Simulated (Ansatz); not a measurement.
**SrO (Fm-3m):V_Sr-H, thermodynamic levels from a 54-atom cell**

Charge states of V_Sr-H in SrO (Fm-3m), set against the band edges. Model: a cell of 54 host atoms with 1 Sr taken out and 1 H put in.

Main program and level: Ansatz 0.2.0; place-levels on r2SCAN runs: charge-transition levels and formation energies with image-charge correction and potential alignment at the atomic sites; PAW set soft_1.

## Step 1: The structure

The cell holds 54 atoms: 26 Sr, 27 O and 1 H. Cell: a = 10.947 Å, b = 10.947 Å, c = 10.947 Å, α = 60.0°, β = 60.0°, γ = 60.0°. It derives from SrO (space group Fm-3m). Nearest the centre at fractional (0.500, 0.500, 0.500): H54 at 1.58 Å, O29 at 2.58 Å, O47 at 2.58 Å, O45 at 2.58 Å, O35 at 2.58 Å, O51 at 2.58 Å, O33 at 2.58 Å, Sr11 at 3.65 Å.

Structure file:

```xyz
54
Lattice="0.0000 7.7404 7.7404 7.7404 0.0000 7.7404 7.7404 7.7404 0.0000" Properties=species:S:1:pos:R:3 pbc="T T T"
Sr    2.5801    2.5801    2.5801
O     0.0000    0.0000    0.0000
Sr    5.1603    5.1603    2.5801
O     2.5801    2.5801    0.0000
Sr    7.7404    7.7404    2.5801
O     5.1603    5.1603    0.0000
Sr    5.1603    2.5801    5.1603
O     2.5801    0.0000    2.5801
Sr    7.7404    5.1603    5.1603
O     5.1603    2.5801    2.5801
Sr   10.3205    7.7404    5.1603
O     7.7404    5.1603    2.5801
Sr    7.7404    2.5801    7.7404
O     5.1603    0.0000    5.1603
Sr   10.3205    5.1603    7.7404
O     7.7404    2.5801    5.1603
Sr   12.9007    7.7404    7.7404
O    10.3205    5.1603    5.1603
Sr    2.5801    5.1603    5.1603
O     0.0000    2.5801    2.5801
Sr    5.1603    7.7404    5.1603
O     2.5801    5.1603    2.5801
Sr    7.7404   10.3205    5.1603
O     5.1603    7.7404    2.5801
Sr    5.1603    5.1603    7.7404
O     2.5801    2.5801    5.1603
O     5.1603    5.1603    5.1603
Sr   10.3205   10.3205    7.7404
O     7.7404    7.7404    5.1603
Sr    7.7404    5.1603   10.3205
O     5.1603    2.5801    7.7404
Sr   10.3205    7.7404   10.3205
O     7.7404    5.1603    7.7404
Sr   12.9007   10.3205   10.3205
O    10.3205    7.7404    7.7404
Sr    2.5801    7.7404    7.7404
O     0.0000    5.1603    5.1603
Sr    5.1603   10.3205    7.7404
O     2.5801    7.7404    5.1603
Sr    7.7404   12.9007    7.7404
O     5.1603   10.3205    5.1603
Sr    5.1603    7.7404   10.3205
O     2.5801    5.1603    7.7404
Sr    7.7404   10.3205   10.3205
O     5.1603    7.7404    7.7404
Sr   10.3205   12.9007   10.3205
O     7.7404   10.3205    7.7404
Sr    7.7404    7.7404   12.9007
O     5.1603    5.1603   10.3205
Sr   10.3205   10.3205   12.9007
O     7.7404    7.7404   10.3205
Sr   12.9007   12.9007   12.9007
O    10.3205   10.3205   10.3205
H     7.7404    9.3220    7.7404
```

Screening for the image-charge correction: ε∞ = 3.86, ε0 = 21.43, computed on the host (DFPT, PBEsol, on the r2SCAN cell), and a cell off the functional's own equilibrium shifts the ionic part.

The cell's shortest repeat is 10.9 Å.

## Step 2: Charge states

A transition level is the Fermi level at which two charge states cost the same, so each charge needs its own total energy, at its own relaxed structure.

Random displacements of about 0.05 Å break the site symmetry at the start, so that the relaxation can reach a distorted minimum if there is one. Forces are taken at one point at (¼, ¼, ¼). The cell holds 1 electron more than the neutral one, with a uniform background that keeps it neutral on the whole.

The sampling was tested on the host first: at the k-points planned (1x1x1 shifted 0.25 0.25 0.25) its energy lies 0.003 eV an atom from the dense-mesh value, under the bound of 0.02 eV set for this test; that bounds the host's error, not the defect's.

One of the inputs; charge, spin and start change from state to state.

File qm1.relax/input.yaml:

```yaml
crystal:
  lattice:
    - [0.0, 2.58013597, 2.58013597]
    - [2.58013597, 0.0, 2.58013597]
    - [2.58013597, 2.58013597, 0.0]
  atoms:
    - { symbol: Sr, position: [0.5, 0.5, 0.5] }
    - { symbol: O, position: [0.0, 0.0, 0.0] }
  supercell: [3, 3, 3]
  defects:
    - { vacancy: 26 }
    - { interstitial: { symbol: H, position: [0.602162, 0.397838, 0.602162] } }
total_charge: -1
basis:
  ecutwfc: 500
  xc_grid: 2
hamiltonian:
  xc: r2scan
  pseudopotentials: { kind: paw, azcp: { folder: soft_1 } }
kpoints:
  mp_grid: { grid: [1, 1, 1], shift: [0.25, 0.25, 0.25] }
scf:
  occupations: { method: fixed }
  max_iter: 100
output:
  forces: true
  charged_corrections:
    epsilon: 3.86
    static_epsilon: 21.43
    defect_position: [0.5, 0.5, 0.5]
relax:
  f_tol: 0.02
  max_steps: 80
  random_displacement: { amplitude: 0.05, seed: 5206 }
checkpoint:
  write: "../qm1.relax.run"
  compress: false
  write_wavefunctions: true
  write_every: 100000
```

The run is started by

```
$ ansatz run input.yaml --threads 8 --pin off --max-ram 15073MiB --backend cpu --events-out ev --progress --plain --runs-dir out
```

Defect states can disperse in a cell of this size, so the energy is taken again at a 2×2×2 shifted mesh, on the relaxed structure.

The run of this state that the levels use, under r2SCAN:

File qm1.point/input.yaml:

```yaml
crystal:
  checkpoint: "../qm1.relax.run"
  host: checkpoint
total_charge: -1
basis:
  ecutwfc: 500
  xc_grid: 2
hamiltonian:
  xc: r2scan
  pseudopotentials: { kind: paw, azcp: { folder: soft_1 } }
kpoints:
  mp_grid: { grid: [2, 2, 2], shift: [0.5, 0.5, 0.5] }
scf:
  occupations: { method: fermi_dirac, width: 0.01 }
  max_iter: 100
output:
  forces: true
  eigenvalues: true
  charged_corrections:
    epsilon: 3.86
    static_epsilon: 21.43
    defect_position: [0.5, 0.5, 0.5]
  eigenstates: { localisation: true }
  populations: true
  band_densities: [{ bands: [v1, v1] }, { bands: [c1, c1] }]
  write_density: true
  write_potential: true
  volumetric_format: npy
checkpoint:
  read: "../qm1.relax.run"
  write: "../qm1.point.run"
  compress: false
  write_wavefunctions: false
  write_every: 100000
```

Relaxations under r2SCAN at one point at (¼, ¼, ¼); times on 8 threads of Arm Neoverse V2, shared host:

| charge | moment (μB) | occupations | outcome | steps | largest displacement against the far atoms (Å) | time |
| --- | --- | --- | --- | --- | --- | --- |
| −1 | 0 | fixed | converged | 6 | 0.21 | 73 s |
| −1 | 2 | fixed | converged | 7 | 0.21 | 4.6 min |
| 0 | 1 | fixed | not converged | - | - | 2.2 min |
| 0 | 1 | fermi-dirac | converged | 7 | 0.21 | 4.1 min |
| +1 | 0 | fixed | not converged | - | - | 57 s |
| +1 | 0 | fermi-dirac | converged | 6 | 0.21 | 96 s |
| +1 | 2 | fixed | converged | 6 | 0.21 | 3.2 min |

Single points under r2SCAN at a 2×2×2 shifted mesh; times on 8 threads of Arm Neoverse V2, shared host:

| charge | moment (μB) | occupations | outcome | time |
| --- | --- | --- | --- | --- |
| −1 | 0 | fermi-dirac | converged | 64 s |
| −1 | 2 | fermi-dirac | converged | 3.6 min |
| 0 | 1 | fermi-dirac | converged | 3.2 min |
| +1 | 0 | fermi-dirac | converged | 72 s |
| +1 | 2 | fermi-dirac | converged | 4.6 min |

Distances (Å) from the ideal centre to the nearest atoms after relaxation with r2SCAN:

| charge | moment (μB) | 1. | 2. | 3. | 4. | 5. | 6. |
| --- | --- | --- | --- | --- | --- | --- | --- |
| −1 | 0 | H 1.56 | O 2.53 | O 2.78 | O 2.78 | O 2.78 | O 2.78 |
| −1 | 2 | H 1.57 | O 2.54 | O 2.78 | O 2.78 | O 2.79 | O 2.79 |
| 0 | 1 | H 1.56 | O 2.53 | O 2.78 | O 2.78 | O 2.78 | O 2.79 |
| +1 | 0 | H 1.56 | O 2.53 | O 2.78 | O 2.78 | O 2.79 | O 2.79 |
| +1 | 2 | H 1.56 | O 2.53 | O 2.78 | O 2.78 | O 2.78 | O 2.79 |

## Step 3: Placing the levels, r2SCAN

A charged cell interacts with its images and the background, and its potential has another zero than the host's. place-levels removes the first by a point-charge model, screened by the static dielectric constant since the ions have relaxed around the charge, and the second by comparing potentials at atoms far from the defect.

The host is a run of the defect-free crystal in the same cutoffs, grids and k-points, so that basis and sampling errors cancel in part in the differences. Its band edges come from a run of the primitive cell that searches the zone for them. Chemical potentials are energies per atom of Sr (fcc) and H (H2 molecule), run with the same functional and cutoff.

File levels.point.yaml:

```yaml
host:
  run: host.point.run
  levels_from: { run: edges.point.run }
states: [qm1.point.run, qm1_M2.point.run, q0_M1.point.run, qp1.point.run, qp1_M2.point.run]
geometry_from:
  qm1.point.run: qm1.relax.run
  qm1_M2.point.run: qm1_M2.relax.run
  q0_M1.point.run: q0_M1.relax_smeared.run
  qp1.point.run: qp1.relax_smeared.run
  qp1_M2.point.run: qp1_M2.relax.run
chemical_potentials:
  Sr:
    energy: -3555.131429
    dataset: "<sha256 of the dataset>"
  H:
    energy: -15.945394
    dataset: "<sha256 of the dataset>"
epsilon: 3.86
static_epsilon: 21.43
vertical:
  - { from: qm1.point.run, to: qm1.point_neutral.run }
  - { from: qm1_M2.point.run, to: qm1_M2.point_neutral.run }
  - { from: qp1.point.run, to: qp1.point_neutral.run }
  - { from: qp1_M2.point.run, to: qp1_M2.point_neutral.run }
```

The run is started by

```
$ ansatz place-levels levels.point.yaml -- --threads 8 --pin off --max-ram 15073MiB
```

Numbers of over 12 decimals in the logs are rounded to 6 here.

The program printed:

```text
[... repeated set-up lines and file paths are left out, and long positions are rounded to six places ...]
(+1/0) 0.000 eV above the valence edge (-0.083 eV without the band-filling correction), 3.799 eV under the conduction edge
(0/-1) 0.183 eV above the valence edge, 3.616 eV under the conduction edge
formation energy of charge +1: +5.784 eV with the Fermi level at the valence edge
formation energy of charge 0: +5.784 eV with the Fermi level at the valence edge
formation energy of charge -1: +5.967 eV with the Fermi level at the valence edge
vertical -1 to 0: no energy, since no alignment is typed
  the change from vertical[0].from (qm1.point.run) to vertical[0].to (qm1.point_neutral.run): by its potential at epsilon 3.86 it stands at 0.420 0.572 0.421, with an rms radius of about 5.4 Å (3.1 3.1 3.1 Å across the planes of the cell's vectors); [...]
vertical -1 to 0: no energy, since no alignment is typed
  the change from vertical[1].from (qm1_M2.point.run) to vertical[1].to (qm1_M2.point_neutral.run): by its potential at epsilon 3.86 it stands at 0.978 0.025 0.979, with an rms radius of about 6.2 Å (3.6 3.6 3.6 Å across the planes of the cell's vectors); [...]
vertical +1 to 0: no energy, since no alignment is typed
  the change from vertical[2].from (qp1.point.run) to vertical[2].to (qp1.point_neutral.run): by its potential at epsilon 3.86 it stands at 0.081 0.910 0.082, with an rms radius of about 5.5 Å (3.2 3.2 3.2 Å across the planes of the cell's vectors); [...]
vertical +1 to 0: no energy, since no alignment is typed
  the change from vertical[3].from (qp1_M2.point.run) to vertical[3].to (qp1_M2.point_neutral.run): by its potential at epsilon 3.86 it stands at 0.321 0.660 0.322, with an rms radius of about 4.9 Å (2.9 2.9 2.9 Å across the planes of the cell's vectors); [...]
  edges by r2scan of host.levels_from (edges.point.run), its mesh sampled to repeats of 32.84 Å (the valence edge +0.086 eV and the conduction edge -0.223 eV from those of the host's own run), gap 3.799 eV; the host is sampled to repeats of 21.89 Å
  the defect's cells are sampled to repeats of 21.89 Å, like sampling
  charge +1: -107893.4098 eV with its correction of -0.355 eV, at epsilon 21.43, aligned at sites: -0.4540 eV, mean over 21 atomic sites at or beyond 5.47 Å from the defect at [0.5000, 0.5000, 0.5000], with +0.000000 for the charge's moments and without [...]
  states[4] (qp1_M2.point.run): levels filled in part (TS 0.011 eV): its energy is of no whole electron's
  charge 0: +0.000 eV for its dipole among its images, +0.000 omitted
  states[2] (q0_M1.point.run): levels filled in part (TS 0.003 eV): its energy is of no whole electron's
[...]
states[1] (qm1_M2.point.run): levels filled in part (TS 0.005 eV): its energy is of no whole electron's
  of states[4] (qp1_M2.point.run): it parts from the run at its places by a charge that spreads by about 2.9 Å along one vector (1.5 Å or more is wide), by its potential at epsilon 3.86, taken for that of held ions (one typed too small widens it), where the [...]
  of states[2] (q0_M1.point.run): its alignment with the host at atomic sites is doubtful: the cell is too small to show whether the defect's potential has decayed: take a larger one; stability_check_not_made
  of states[0] (qm1.point.run): it parts from the run at its places by a charge that spreads by about 3.1 Å along one vector (1.5 Å or more is wide), by its potential at epsilon 3.86, taken for that of held ions (one typed too small widens it), where the cell [...]
  of states[3] (qp1.point.run): it parts from the run at its places by a charge that spreads by about 3.2 Å along one vector (1.5 Å or more is wide), by its potential at epsilon 3.86, taken for that of held ions (one typed too small widens it), where the cell [...]
  of states[1] (qm1_M2.point.run): it parts from the run at its places by a charge that spreads by about 3.6 Å along one vector (1.5 Å or more is wide), by its potential at epsilon 3.86, taken for that of held ions (one typed too small widens it), where the [...]
  of vertical[0].from (qm1.point.run): it parts from the run at its places by a charge that spreads by about 3.1 Å along one vector (1.5 Å or more is wide), by its potential at epsilon 3.86, taken for that of held ions (one typed too small widens it), where [...]
  vertical[0].to (qm1.point_neutral.run): levels filled in part (TS 0.006 eV): its energy is of no whole electron's
  of vertical[0].to (qm1.point_neutral.run): stability_check_not_made
  vertical[1].from (qm1_M2.point.run): levels filled in part (TS 0.005 eV): its energy is of no whole electron's
  of vertical[1].from (qm1_M2.point.run): its moments are held at its close (magnetization.spin_locking), by a field of 2.185 eV a Bohr magneton, and its energy and levels are of the state that this holds: a run that lets them go can end lower; [...]
  vertical[1].to (qm1_M2.point_neutral.run): levels filled in part (TS 0.004 eV): its energy is of no whole electron's
  of vertical[1].to (qm1_M2.point_neutral.run): it set out from the moments of a save, which an earlier run chose (saved_moments_taken); stability_check_not_made
  vertical[2].from (qp1.point.run): levels filled in part (TS 0.021 eV): its energy is of no whole electron's
  of vertical[2].from (qp1.point.run): it parts from the run at its places by a charge that spreads by about 3.2 Å along one vector (1.5 Å or more is wide), by its potential at epsilon 3.86, taken for that of held ions (one typed too small widens it), where [...]
  vertical[2].to (qp1.point_neutral.run): levels filled in part (TS 0.006 eV): its energy is of no whole electron's
  of vertical[2].to (qp1.point_neutral.run): stability_check_not_made
  vertical[3].from (qp1_M2.point.run): levels filled in part (TS 0.011 eV): its energy is of no whole electron's
  of vertical[3].from (qp1_M2.point.run): stability_check_not_made; [...]
  vertical[3].to (qp1_M2.point_neutral.run): levels filled in part (TS 0.006 eV): its energy is of no whole electron's
  of vertical[3].to (qp1_M2.point_neutral.run): it set out from the moments of a save, which an earlier run chose (saved_moments_taken); stability_check_not_made
```

Run time: 0.59 s. Hardware: 8 threads of Arm Neoverse V2, shared host.

Levels between the charges placed, in eV above the valence top:

|  | gap (eV) | (+1/0) | (0/−1) |
| --- | --- | --- | --- |
| r2SCAN | 3.80 | 0.00 | 0.18 |

Corrections by state:

| charge | moment (μB) | image terms and alignment (eV) | band filling (eV) | ε used | over the lowest of its charge, as the program ranks them, band filling apart (eV) |
| --- | --- | --- | --- | --- | --- |
| +1 | 2.0 | -0.355 | -0.083 | 21.43 | 0.000 |
| 0 | 1.0 | 0.000 | - | - | 0.000 |
| −1 | 0.0 | 0.479 | - | 21.43 | 0.000 |
| +1 | 0.0 | -0.414 | - | 21.43 | 0.080 |
| −1 | 2.0 | 0.493 | - | 21.43 | 4.151 |

The charged structures listed were also run neutral, and place-levels reads from each pair, by the potential or the spins, how wide the charge is by which they differ; that can be the carrier of either run.

| charge | rms radius (Å) | spread where it is widest against the cell (Å) | wide from (Å) | reading |
| --- | --- | --- | --- | --- |
| +1 | 4.9 | 2.86 | 1.55 | wide |
| −1 | 5.4 | 3.15 | 1.55 | wide |

The neutral runs of these pairs need not share the spin of the lowest neutral state, and very wide values only mean spread over the cell.

From the program's caveats on the states, each cut to its opening words:

- charge +1 (2 μB): it parts from the run at its places by a charge that spreads by about 2.9 Å along one vector (1.5 Å or more is wide), by its potential at epsilon 3.86, taken [...]
- charge +1 (2 μB): a band-filling correction moves a carrier to the host's band edge, which changes its energy by -0.083 eV
- charge +1 (2 μB), 0 (1 μB), −1, +1, −1 (2 μB): its alignment with the host at atomic sites is doubtful: the cell is too small to show whether the defect's potential has decayed: take a larger one
- charge +1 (2 μB), 0 (1 μB), −1 (2 μB): flagged: stability check not made
- charge −1: it parts from the run at its places by a charge that spreads by about 3.1 Å along one vector (1.5 Å or more is wide), by its potential at epsilon 3.86, taken [...]
- charge +1: it parts from the run at its places by a charge that spreads by about 3.2 Å along one vector (1.5 Å or more is wide), by its potential at epsilon 3.86, taken [...]
- charge +1: the far atoms show a dipole or second moment of the defect's charge, for which the correction takes or leaves out 0.097 eV: further moments aren't read, and [...]
- charge −1 (2 μB): it parts from the run at its places by a charge that spreads by about 3.6 Å along one vector (1.5 Å or more is wide), by its potential at epsilon 3.86, taken [...]
- charge −1 (2 μB): the host's ions (past the first shell or, of a walk that freed a part, those that it held) aren't shown at rest: they stand up to 0.097 Å off their sites, 0.56 [...]
- charge −1 (2 μB): its moments are held at its close (magnetization.spin_locking), by a field of 2.185 eV a Bohr magneton, and its energy and levels are of the state that this [...]

The host's formation energy from the elements is -2.976 eV per atom; it sets how far the chemical potentials can move.

Limit set by the element alone; other compounds of these elements are not counted. Chemical potentials from the elements' reference states: O 0.00 eV, Sr -5.95 eV, H 0.00 eV. Formation energy by charge state (O-rich; gap 3.80 eV):

| charge | at valence top (eV) | at conduction bottom (eV) | correction included (eV) |
| --- | --- | --- | --- |
| +1 | -0.17 | 3.63 | -0.44 |
| 0 | -0.17 | -0.17 | 0.00 |
| −1 | 0.02 | -3.78 | 0.48 |

(Fermi level (eV), lowest formation energy (eV)): (0.00, -0.17), (0.35, -0.33), (0.69, -0.67), (1.04, -1.02), (1.38, -1.36), (1.73, -1.71), (2.07, -2.06), (2.42, -2.40), (2.76, -2.75), (3.11, -3.09), (3.45, -3.44), (3.80, -3.78)

Limit set by the element alone; other compounds of these elements are not counted. Chemical potentials from the elements' reference states: Sr 0.00 eV, O -5.95 eV, H 0.00 eV. Formation energy by charge state (Sr-rich; gap 3.80 eV):

| charge | at valence top (eV) | at conduction bottom (eV) | correction included (eV) |
| --- | --- | --- | --- |
| +1 | 5.78 | 9.58 | -0.44 |
| 0 | 5.78 | 5.78 | 0.00 |
| −1 | 5.97 | 2.17 | 0.48 |

Fermi level (eV), lowest formation energy (eV) and a bar from the least value:
```
     0.00       5.78 ##############################
     0.35       5.62 #############################
     0.69       5.28 ##########################
     1.04       4.93 #######################
     1.38       4.59 ####################
     1.73       4.24 #################
     2.07       3.89 ##############
     2.42       3.55 ###########
     2.76       3.20 #########
     3.11       2.86 ######
     3.45       2.51 ###
     3.80       2.17
```

## Step 4: Summary of results

| Property | Result |
| --- | --- |
| gap of the host | 3.80 eV (r2SCAN) |
| level (plus 1/0) | 0.00 eV above the valence top (-0.08 eV above the valence top without the band-filling term) |
| level (0/minus 1) | 0.18 eV above the valence top |
| lowest of the charges placed, just above the valence top (0.02 eV) | 0 |
| lowest of the charges placed, just below the conduction bottom (0.02 eV) | −1 |
| lowest formation energy at mid-gap of the charges run, O-rich | -1.88 eV |
| lowest formation energy at mid-gap of the charges run, Sr-rich | 4.07 eV |

What this shows: Of the charges placed (−1, 0 and +1), the lowest changes at 0.18 eV (0/−1) above the valence top, in a gap of 3.80 eV. (0/−1) lies nearer to a band edge than the share of the finite-size correction in it (0.48 eV), and that correction holds for a localised charge alone. Charges below −1 were not placed, so these runs say nothing of levels that involve them. States placed: +1 at 2 μB and 0 μB; 0 at 1 μB; −1 at 0 μB and 2 μB. Other spin states or structures, where not listed, weren't placed. The program finds carriers beyond a band edge of the host and adds a band-filling term at charge +1 (-0.08 eV); steps to such a charge show no bound level, and a defect level inside a band would be read the same way. H is taken at its element; compounds, which aren't counted here, bound the chemical potentials and would shift these formation energies. The lowest formation energy (O-rich) is negative across the gap, so the defect would form by itself: these chemical potentials lie beyond what competing compounds allow, or the host is unstable against it. The program doubts the alignment of potentials for at least one state, a sign that the cell is small. What this leaves open: r2SCAN makes the gap too small and tends to spread out bound carriers; where a gas molecule sets a chemical potential or the host's formation energy, its binding is uncorrected.

[Logs are printed without paths, hosts, clocks, repeated set-up lines and the standing remarks that a program may print on its own settings, such as how far it seeks lower states.]

[Hosts, paths, dates, database ids (printed as entryN), source tags and the programs' standing remarks are cut or masked in the printed files.]

[Where a table of states has a column of steps, it counts the stored structures, which are thinned; the runs took as many ionic steps or more.]

[A defect's name tells the site on which it was built; relaxed atoms can leave that site.]

[For some hosts the program warned that the k-mesh of the response run may be too coarse for force constants and the static dielectric constant; such warnings are not shown here.]
